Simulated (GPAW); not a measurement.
# Settings that the conductance of a Zr chain with one S atom in line needs, part 3 of 4

Wanted: a convergence study of zero-bias transport through a Zr chain with one S atom in line, with run times.

GPAW 26.7.0; GPAW LCAO, PAW setups; Landauer transmission from Green's functions with principal layers (ASE), zero bias.

So far, transmission at the Fermi level (one spin): step 2 (the reference run) 2.10; step 8 (varying the width of the vacuum box, box 6 × 6 Å) 2.29; step 9 (varying the width of the vacuum box, box 7.5 × 7.5 Å) 2.14; step 10 (width of the vacuum box, box 11 × 11 Å) 2.09; step 11 (width of the vacuum box, box 13 × 13 Å) 2.09.

**13. Varying the grid spacing**

The real-space grid carries density and potential; a coarse one breaks translation symmetry along the lead and scatters electrons that should pass.

This step: GPAW LCAO, PAW setups; Landauer transmission from Green's functions with principal layers (ASE), zero bias (GPAW 26.7.0).

Contents of run.py:

```python
import json
import numpy as np
from ase import Atoms
from ase.transport.calculators import TransportCalculator
from gpaw import GPAW, FermiDirac
from gpaw.lcao.tools import get_lcao_hamiltonian
from scipy.linalg import eigh

# The junction with lead layers at both ends, along the third cell vector
device = Atoms(
    ['Zr', 'Zr', 'Zr', 'Zr', 'Zr', 'Zr', 'S', 'Zr', 'Zr', 'Zr', 'Zr', 'Zr', 'Zr'],
    positions=[
        [4.50000, 4.50000, 1.30000],
        [4.50000, 4.50000, 3.90000],
        [4.50000, 4.50000, 6.50000],
        [4.50000, 4.50000, 9.10000],
        [4.50000, 4.50000, 11.70000],
        [4.50000, 4.50000, 14.30000],
        [4.50000, 4.50000, 16.48750],
        [4.50000, 4.50000, 18.67500],
        [4.50000, 4.50000, 21.27500],
        [4.50000, 4.50000, 23.87500],
        [4.50000, 4.50000, 26.47500],
        [4.50000, 4.50000, 29.07500],
        [4.50000, 4.50000, 31.67500]],
    cell=[[9.0, 0.0, 0.0], [0.0, 9.0, 0.0], [0.0, 0.0, 32.975]],
    pbc=True)

# One principal layer of the lead: the first 4 atoms of the device
lead = Atoms(
    ['Zr', 'Zr', 'Zr', 'Zr'],
    positions=[
        [4.50000, 4.50000, 1.30000],
        [4.50000, 4.50000, 3.90000],
        [4.50000, 4.50000, 6.50000],
        [4.50000, 4.50000, 9.10000]],
    cell=[[9.0, 0.0, 0.0], [0.0, 9.0, 0.0], [0.0, 0.0, 10.4]],
    pbc=True)

settings = dict(mode='lcao', basis='dzp', xc='LDA', h=0.3,
                occupations=FermiDirac(0.1), maxiter=250,
                mixer=dict(beta=0.1, nmaxold=8, weight=100.0),
                convergence=dict(density=0.0001))
energies = np.arange(-2, 2 + 1e-9, 0.05)
eta = 0.0001
n1, n2 = 1, 1
# k and -k transmit alike, so half of the mesh across the current serves
mesh = [(i, j) for i in range(n1) for j in range(n2) if (i, j) <= (-i % n1, -j % n2)]
weights = np.array([1 if (i, j) == (-i % n1, -j % n2) else 2 for i, j in mesh]) / (n1 * n2)

# [... helper functions left out ...]
fermi_lead = ground_state(lead, (1, 1, 11), 'lead.txt')
fermi_device = ground_state(device, (1, 1, 3), 'device.txt')
# [... loop over the mesh left out, but for ...]
        # Shift the lead onto the potential of the device's first layer
        shift = ((H[:, 0, 0] - H0[:, 0, 0]) / S0[0, 0]).real.mean()
# [...]
kT = 8.617333e-5 * 77
bias = [0.1, 0.2, 0.5, 1.0, 1.5, 2.0]
# [... integrals and printing left out ...]
```

Launch:

```
OMP_NUM_THREADS=1 OPENBLAS_NUM_THREADS=2 python run.py
```

The program printed:

```text
basis functions: device 361, principal layer 116
Fermi level: lead -1.9976 eV, device -2.0654 eV; lead shifted by 0.0040 eV
largest coupling past the next layer 9.77e-06 eV, largest misfit of the first layer 0.027 eV
  E-E_F (eV)   T (one spin)  [channel counts left out]
    -2.000    1.2760e-01
    -1.950    1.3467e-01
    -1.900    1.4071e-01
    -1.850    1.4553e-01
    -1.800    1.4898e-01
    -1.750    1.5096e-01
    -1.700    1.5121e-01
    -1.650    1.4978e-01
    -1.600    1.4664e-01
    -1.550    1.4182e-01
    -1.500    2.2048e-01
    -1.450    4.1171e-01
    -1.400    5.4636e-01
    -1.350    6.6651e-01
    -1.300    7.7936e-01
    -1.250    8.8345e-01
[...]
1.650    6.2456e-01
     1.700    6.1322e-01
     1.750    6.0076e-01
     1.800    5.8724e-01
     1.850    5.7313e-01
     1.900    5.5912e-01
     1.950    5.4390e-01
     2.000    5.2733e-01
conductance at 77 K: 2.1055 G0 a cell; thermopower -0.2958 uV/K
current from the zero-bias T(E) at 0.1 V: 16.358 uA
current from the zero-bias T(E) at 0.2 V: 32.86 uA
current from the zero-bias T(E) at 0.5 V: 82.84 uA
current from the zero-bias T(E) at 1.0 V: 163.68 uA
current from the zero-bias T(E) at 1.5 V: 239.22 uA
current from the zero-bias T(E) at 2.0 V: 304.19 uA
```

It took 37 s on 2 threads of Intel Xeon 6975P-C (Granite Rapids), shared host; peak memory 0.58 GiB.

Numbers from this step:

```
conductance                                 : 2.106 G₀
largest misfit of the first principal layer : 0.02679 eV
shift that aligns the lead                  : 0.004030 eV
transmission at the Fermi level (one spin)  : 2.103
```

One spin. The transmission, zone mean by energy, zero at the Fermi level:

```csv
energy (eV),"transmission, zone mean"
-2.00,0.128
-1.90,0.141
-1.80,0.149
-1.70,0.151
-1.55,0.142
-1.45,0.412
-1.35,0.667
-1.25,0.883
-1.15,1.05
-1.05,1.21
-0.90,1.60
-0.80,1.75
-0.70,1.85
-0.60,1.92
-0.50,1.97
-0.40,2.02
-0.25,2.07
-0.15,2.09
-0.05,2.10
0.00,2.10
0.05,2.14
0.15,2.22
0.20,2.23
0.25,2.21
0.40,2.13
0.50,2.08
0.60,2.02
0.70,1.95
0.80,1.85
0.90,1.70
1.05,1.41
1.15,1.15
1.25,0.690
1.35,0.677
1.45,0.662
1.55,0.645
1.70,0.613
1.80,0.587
1.90,0.559
2.00,0.527
```

Not self-consistent under bias; the bias window is split evenly. Table of current through one cell, from the zero-bias transmission by bias:

```csv
bias (V),"current through one cell, from the zero-bias transmission (μA)"
0.100,16.4
0.200,32.9
0.500,82.8
1.000,164
1.500,239
2.000,304
```

The conductance equals that of the base run to 0.2 %.

**14. Varying the grid spacing**

Edit run.py of step 13 so:

```diff
@@ -39,3 +39,3 @@
 
-settings = dict(mode='lcao', basis='dzp', xc='LDA', h=0.3,
+settings = dict(mode='lcao', basis='dzp', xc='LDA', h=0.26,
                 occupations=FermiDirac(0.1), maxiter=250,
```

The program printed:

```text
basis functions: device 361, principal layer 116
Fermi level: lead -1.9997 eV, device -2.0674 eV; lead shifted by 0.0055 eV
largest coupling past the next layer 9.78e-06 eV, largest misfit of the first layer 0.024 eV
  E-E_F (eV)   T (one spin)  [channel counts left out]
    -2.000    1.2588e-01
    -1.950    1.3301e-01
    -1.900    1.3915e-01
    -1.850    1.4413e-01
    -1.800    1.4777e-01
    -1.750    1.5009e-01
    -1.700    1.5054e-01
    -1.650    1.4943e-01
    -1.600    1.4662e-01
    -1.550    1.4213e-01
    -1.500    2.2898e-01
    -1.450    4.2135e-01
    -1.400    5.4821e-01
    -1.350    6.6500e-01
    -1.300    7.7825e-01
    -1.250    8.8455e-01
[...]
1.650    6.2615e-01
     1.700    6.1506e-01
     1.750    6.0276e-01
     1.800    5.8934e-01
     1.850    5.7550e-01
     1.900    5.6155e-01
     1.950    5.4634e-01
     2.000    5.2979e-01
conductance at 77 K: 2.1049 G0 a cell; thermopower -0.3451 uV/K
current from the zero-bias T(E) at 0.1 V: 16.36 uA
current from the zero-bias T(E) at 0.2 V: 32.865 uA
current from the zero-bias T(E) at 0.5 V: 82.85 uA
current from the zero-bias T(E) at 1.0 V: 163.7 uA
current from the zero-bias T(E) at 1.5 V: 239.22 uA
current from the zero-bias T(E) at 2.0 V: 304.12 uA
```

Elapsed: 57 s, on 2 threads; peak memory 0.83 GiB.

Numbers from this step:

```yaml
conductance: 2.105 G₀
largest_coupling_past_the_next_principal_layer: 9.78e-6 eV
largest_misfit_of_the_first_principal_layer: 0.02388 eV
shift_that_aligns_the_lead: 0.005482 eV
transmission_at_the_fermi_level_one_spin: 2.101
```

One spin. Transmission, zone mean against energy, zero at the Fermi level:

```csv
energy (eV),"transmission, zone mean"
-2.000,0.126
-1.800,0.148
-1.600,0.147
-1.400,0.548
-1.200,0.979
-1.000,1.36
-0.800,1.75
-0.600,1.92
-0.400,2.02
-0.200,2.08
0.000,2.10
0.200,2.23
0.400,2.13
0.600,2.02
0.800,1.84
1.000,1.52
1.200,0.696
1.400,0.670
1.600,0.636
1.800,0.589
2.000,0.530
```

Not self-consistent under bias; the bias window is split evenly. Current through one cell, from the zero-bias transmission against bias:

```csv
bias (V),"current through one cell, from the zero-bias transmission (μA)"
0.100,16.4
0.200,32.9
0.500,82.9
1.000,164
1.500,239
2.000,304
```

The conductance equals that of the base run to 0.2 %.

**15. Grid spacing: h = 0.22**

Edit run.py of step 14 so:

```diff
@@ -39,3 +39,3 @@
 
-settings = dict(mode='lcao', basis='dzp', xc='LDA', h=0.26,
+settings = dict(mode='lcao', basis='dzp', xc='LDA', h=0.22,
                 occupations=FermiDirac(0.1), maxiter=250,
```

The program printed:

```text
basis functions: device 361, principal layer 116
Fermi level: lead -2.0000 eV, device -2.0677 eV; lead shifted by 0.0049 eV
largest coupling past the next layer 9.78e-06 eV, largest misfit of the first layer 0.025 eV
  E-E_F (eV)   T (one spin)  [channel counts left out]
    -2.000    1.2568e-01
    -1.950    1.3280e-01
    -1.900    1.3894e-01
[...]
1.950    5.4671e-01
     2.000    5.3030e-01
conductance at 77 K: 2.1057 G0 a cell; thermopower -0.3339 uV/K
current from the zero-bias T(E) at 0.1 V: 16.365 uA
current from the zero-bias T(E) at 0.2 V: 32.875 uA
current from the zero-bias T(E) at 0.5 V: 82.875 uA
current from the zero-bias T(E) at 1.0 V: 163.74 uA
current from the zero-bias T(E) at 1.5 V: 239.28 uA
current from the zero-bias T(E) at 2.0 V: 304.23 uA
```

The job ended after 71 s (2 threads; peak memory 1 GiB).

One spin. The transmission, zone mean by energy, zero at the Fermi level:

energy (eV), transmission, zone mean and a bar:
```
    -2.00       0.13 
    -1.85       0.14 
    -1.70       0.15 
    -1.60       0.15 
    -1.45       0.42 ####
    -1.30       0.78 #########
    -1.15       1.06 #############
    -1.05       1.21 ################
    -0.90       1.60 #####################
    -0.75       1.81 ########################
    -0.60       1.92 ##########################
    -0.50       1.98 ##########################
    -0.35       2.04 ###########################
    -0.20       2.08 ############################
    -0.05       2.10 ############################
     0.00       2.10 ############################
     0.05       2.14 #############################
     0.20       2.23 ##############################
     0.35       2.16 #############################
     0.50       2.08 ############################
     0.60       2.02 ###########################
     0.75       1.90 #########################
     0.90       1.71 #######################
     1.05       1.42 ##################
     1.15       1.17 ###############
     1.30       0.68 ########
     1.45       0.66 ########
     1.60       0.64 #######
     1.70       0.62 #######
     1.85       0.58 ######
     2.00       0.53 ######
```

The conductance equals that of the base run to 0.2 %.

**16. Grid spacing: h = 0.16**

Edit run.py of step 15 so:

```diff
@@ -39,3 +39,3 @@
 
-settings = dict(mode='lcao', basis='dzp', xc='LDA', h=0.22,
+settings = dict(mode='lcao', basis='dzp', xc='LDA', h=0.16,
                 occupations=FermiDirac(0.1), maxiter=250,
```

The program printed:

```text
basis functions: device 361, principal layer 116
Fermi level: lead -2.0008 eV, device -2.0683 eV; lead shifted by 0.0053 eV
largest coupling past the next layer 9.78e-06 eV, largest misfit of the first layer 0.024 eV
  E-E_F (eV)   T (one spin)  [channel counts left out]
    -2.000    1.2528e-01
    -1.950    1.3244e-01
    -1.900    1.3864e-01
[...]
1.950    5.4691e-01
     2.000    5.3045e-01
conductance at 77 K: 2.106 G0 a cell; thermopower -0.3447 uV/K
current from the zero-bias T(E) at 0.1 V: 16.369 uA
current from the zero-bias T(E) at 0.2 V: 32.884 uA
current from the zero-bias T(E) at 0.5 V: 82.896 uA
current from the zero-bias T(E) at 1.0 V: 163.78 uA
current from the zero-bias T(E) at 1.5 V: 239.32 uA
current from the zero-bias T(E) at 2.0 V: 304.28 uA
```

Elapsed: 2.8 min, on 2 threads; peak memory 2.4 GiB.

One spin. Transmission, zone mean against energy, zero at the Fermi level:

```csv
energy (eV),"transmission, zone mean"
-2.000,0.125
-1.800,0.147
-1.600,0.147
-1.400,0.549
-1.200,0.980
-1.000,1.36
-0.800,1.75
-0.600,1.92
-0.400,2.02
-0.200,2.08
0.000,2.10
0.200,2.23
0.400,2.13
0.600,2.02
0.800,1.84
1.000,1.52
1.200,0.695
1.400,0.670
1.600,0.636
1.800,0.590
2.000,0.530
```

The conductance equals that of the base run to 0.2 %.

**17. Varying the grid spacing**

Edit run.py of step 16 so:

```diff
@@ -39,3 +39,3 @@
 
-settings = dict(mode='lcao', basis='dzp', xc='LDA', h=0.16,
+settings = dict(mode='lcao', basis='dzp', xc='LDA', h=0.14,
                 occupations=FermiDirac(0.1), maxiter=250,
```

The program printed:

```text
basis functions: device 361, principal layer 116
Fermi level: lead -2.0008 eV, device -2.0683 eV; lead shifted by 0.0053 eV
largest coupling past the next layer 9.78e-06 eV, largest misfit of the first layer 0.024 eV
  E-E_F (eV)   T (one spin)  [channel counts left out]
    -2.000    1.2527e-01
    -1.950    1.3243e-01
    -1.900    1.3862e-01
[...]
1.950    5.4692e-01
     2.000    5.3047e-01
conductance at 77 K: 2.106 G0 a cell; thermopower -0.3441 uV/K
current from the zero-bias T(E) at 0.1 V: 16.369 uA
current from the zero-bias T(E) at 0.2 V: 32.884 uA
current from the zero-bias T(E) at 0.5 V: 82.896 uA
current from the zero-bias T(E) at 1.0 V: 163.78 uA
current from the zero-bias T(E) at 1.5 V: 239.31 uA
current from the zero-bias T(E) at 2.0 V: 304.27 uA
```

Wall time 4.3 min (2 threads); peak memory 3.5 GiB.

The conductance equals that of the base run to 0.2 %.

**18. Convergence in the grid spacing**

The runs and the base run on one axis.

This step: convergence of the conductance (GPAW 26.7.0).

The conductance stays at 2.11 G₀ for grid spacing from 0.14 to 0.3 Å.

**19. K-points along the lead: lead_nz = 2**

The lead's own mesh along the current sets its density and potential; where the lead is aligned to the junction's end layer, a rigid shift drops out.

This step: GPAW LCAO, PAW setups; Landauer transmission from Green's functions with principal layers (ASE), zero bias (GPAW 26.7.0).

Edit run.py of step 17 so:

```diff
@@ -39,3 +39,3 @@
 
-settings = dict(mode='lcao', basis='dzp', xc='LDA', h=0.14,
+settings = dict(mode='lcao', basis='dzp', xc='LDA', h=0.2,
                 occupations=FermiDirac(0.1), maxiter=250,
@@ -51,3 +51,3 @@
 # [... helper functions left out ...]
-fermi_lead = ground_state(lead, (1, 1, 11), 'lead.txt')
+fermi_lead = ground_state(lead, (1, 1, 2), 'lead.txt')
 fermi_device = ground_state(device, (1, 1, 3), 'device.txt')
```

The program printed:

```text
basis functions: device 361, principal layer 116
Fermi level: lead -2.1078 eV, device -2.0679 eV; lead shifted by 0.0479 eV
largest coupling past the next layer 9.78e-06 eV, largest misfit of the first layer 0.100 eV
  E-E_F (eV)   T (one spin)  channels
    -2.000    1.0874e-01    1.0000
    -1.950    1.1709e-01    1.0000
    -1.900    1.2590e-01    1.0000
    -1.850    1.3486e-01    1.0000
    -1.800    1.4353e-01    1.0000
    -1.750    1.5135e-01    1.0000
    -1.700    1.5752e-01    1.0000
    -1.650    1.6168e-01    1.0000
    -1.600    1.6275e-01    1.0000
    -1.550    1.6039e-01    1.0000
    -1.500    1.5441e-01    1.0000
    -1.450    5.5595e-01    3.0000
    -1.400    5.5043e-01    3.0000
    -1.350    6.1649e-01    3.0000
    -1.300    7.2209e-01    3.0000
    -1.250    8.4819e-01    3.0000
[...]
1.650    6.2067e-01    4.0000
     1.700    6.0957e-01    4.0000
     1.750    5.9628e-01    4.0000
     1.800    5.8176e-01    4.0000
     1.850    5.6853e-01    4.0000
     1.900    5.5461e-01    2.0000
     1.950    5.3963e-01    2.0000
     2.000    5.2363e-01    2.0000
conductance at 77 K: 2.0968 G0 a cell; thermopower 0.1477 uV/K
current from the zero-bias T(E) at 0.1 V: 16.245 uA
current from the zero-bias T(E) at 0.2 V: 32.553 uA
current from the zero-bias T(E) at 0.5 V: 82.569 uA
current from the zero-bias T(E) at 1.0 V: 163.63 uA
current from the zero-bias T(E) at 1.5 V: 239.96 uA
current from the zero-bias T(E) at 2.0 V: 302.54 uA
```

It took 90 s on 2 threads; peak memory 1.3 GiB.

Numbers from this step:

| Property | Result |
| --- | --- |
| conductance | 2.097 G₀ |
| largest misfit of the first principal layer | 0.1004 eV |
| shift that aligns the lead | 0.04794 eV |
| transmission at the Fermi level (one spin) | 2.097 |

One spin. Transmission, zone mean against energy, zero at the Fermi level:

```csv
energy (eV),"transmission, zone mean"
-2.00,0.109
-1.85,0.135
-1.70,0.158
-1.60,0.163
-1.45,0.556
-1.30,0.722
-1.15,1.08
-1.05,1.21
-0.90,1.46
-0.75,1.77
-0.60,1.94
-0.50,2.01
-0.35,2.08
-0.20,2.11
-0.05,2.10
0.00,2.10
0.05,2.09
0.20,2.24
0.35,2.12
0.50,2.09
0.60,2.05
0.75,1.95
0.90,1.67
1.05,1.35
1.15,1.34
1.30,0.689
1.45,0.663
1.60,0.631
1.70,0.610
1.85,0.569
2.00,0.524
```

Crossings of the lead's bands, unfolded to its shortest repeat. Open channels, zone mean against energy, zero at the Fermi level:

```csv
energy (eV),"open channels, zone mean"
-2.000,1
-1.800,1
-1.600,1
-1.400,3
-1.200,3
-1.000,4
-0.800,4
-0.600,4
-0.400,4
-0.200,4
0.000,4
0.200,6
0.400,6
0.600,6
0.800,6
1.000,6
1.200,6
1.400,4
1.600,4
1.800,4
2.000,2
```

Not self-consistent under bias; the bias window is split evenly. The current through one cell, from the zero-bias transmission by bias:

```csv
bias (V),"current through one cell, from the zero-bias transmission (μA)"
0.100,16.2
0.200,32.6
0.500,82.6
1.000,164
1.500,240
2.000,303
```

The conductance, 2.10 G₀, lies 0.4 % below that of the base run.

**20. Varying the k-points along the lead: lead_nz = 4**

Edit run.py of step 19 so:

```diff
@@ -51,3 +51,3 @@
 # [... helper functions left out ...]
-fermi_lead = ground_state(lead, (1, 1, 2), 'lead.txt')
+fermi_lead = ground_state(lead, (1, 1, 4), 'lead.txt')
 fermi_device = ground_state(device, (1, 1, 3), 'device.txt')
```

The program printed:

```text
basis functions: device 361, principal layer 116
Fermi level: lead -1.9773 eV, device -2.0679 eV; lead shifted by 0.0513 eV
largest coupling past the next layer 9.78e-06 eV, largest misfit of the first layer 0.064 eV
  E-E_F (eV)   T (one spin)  [channel counts left out]
    -2.000    1.2578e-01
    -1.950    1.3222e-01
    -1.900    1.3778e-01
    -1.850    1.4236e-01
    -1.800    1.4587e-01
    -1.750    1.4677e-01
    -1.700    1.4892e-01
    -1.650    1.4826e-01
    -1.600    1.4596e-01
    -1.550    1.4198e-01
    -1.500    2.1960e-01
    -1.450    4.0254e-01
    -1.400    5.5667e-01
    -1.350    6.8497e-01
    -1.300    7.9462e-01
    -1.250    8.9049e-01
[...]
1.650    6.1969e-01
     1.700    6.1464e-01
     1.750    6.0701e-01
     1.800    5.9787e-01
     1.850    5.8832e-01
     1.900    5.7638e-01
     1.950    5.6101e-01
     2.000    5.4207e-01
conductance at 77 K: 2.1153 G0 a cell; thermopower -0.02558 uV/K
current from the zero-bias T(E) at 0.1 V: 16.386 uA
current from the zero-bias T(E) at 0.2 V: 32.842 uA
current from the zero-bias T(E) at 0.5 V: 82.979 uA
current from the zero-bias T(E) at 1.0 V: 163.19 uA
current from the zero-bias T(E) at 1.5 V: 238.53 uA
current from the zero-bias T(E) at 2.0 V: 304.74 uA
```

The job ended after 90 s (2 threads; peak memory 1.3 GiB).

This step gave:

| Quantity | Value |
| --- | --- |
| conductance | 2.115 G₀ |
| largest misfit of the first principal layer | 0.06405 eV |
| shift that aligns the lead | 0.05134 eV |
| transmission at the Fermi level (one spin) | 2.116 |

One spin. The transmission, zone mean by energy, zero at the Fermi level:

```csv
energy (eV),"transmission, zone mean"
-2.00,0.126
-1.85,0.142
-1.70,0.149
-1.60,0.146
-1.45,0.403
-1.30,0.795
-1.15,1.05
-1.05,1.17
-0.90,1.70
-0.75,1.83
-0.60,1.88
-0.50,1.93
-0.35,2.01
-0.20,2.07
-0.05,2.11
0.00,2.12
0.05,2.11
0.20,2.27
0.35,2.15
0.50,2.09
0.60,2.03
0.75,1.92
0.90,1.70
1.05,1.38
1.15,1.26
1.30,0.667
1.45,0.643
1.60,0.624
1.70,0.615
1.85,0.588
2.00,0.542
```

Not self-consistent under bias; the bias window is split evenly. Table of current through one cell, from the zero-bias transmission by bias:

```csv
bias (V),"current through one cell, from the zero-bias transmission (μA)"
0.100,16.4
0.200,32.8
0.500,83.0
1.000,163
1.500,239
2.000,305
```

The conductance, 2.12 G₀, lies 0.4 % above that of the base run.

(Part 3 of 4 ends here.)

[Logs are printed without paths, hosts, clocks, repeated set-up lines and the standing remarks that a program may print on its own settings, such as how far it seeks lower states.]

[Hosts, paths, dates, database ids (printed as entryN), source tags and the programs' standing remarks are cut or masked in the printed files.]
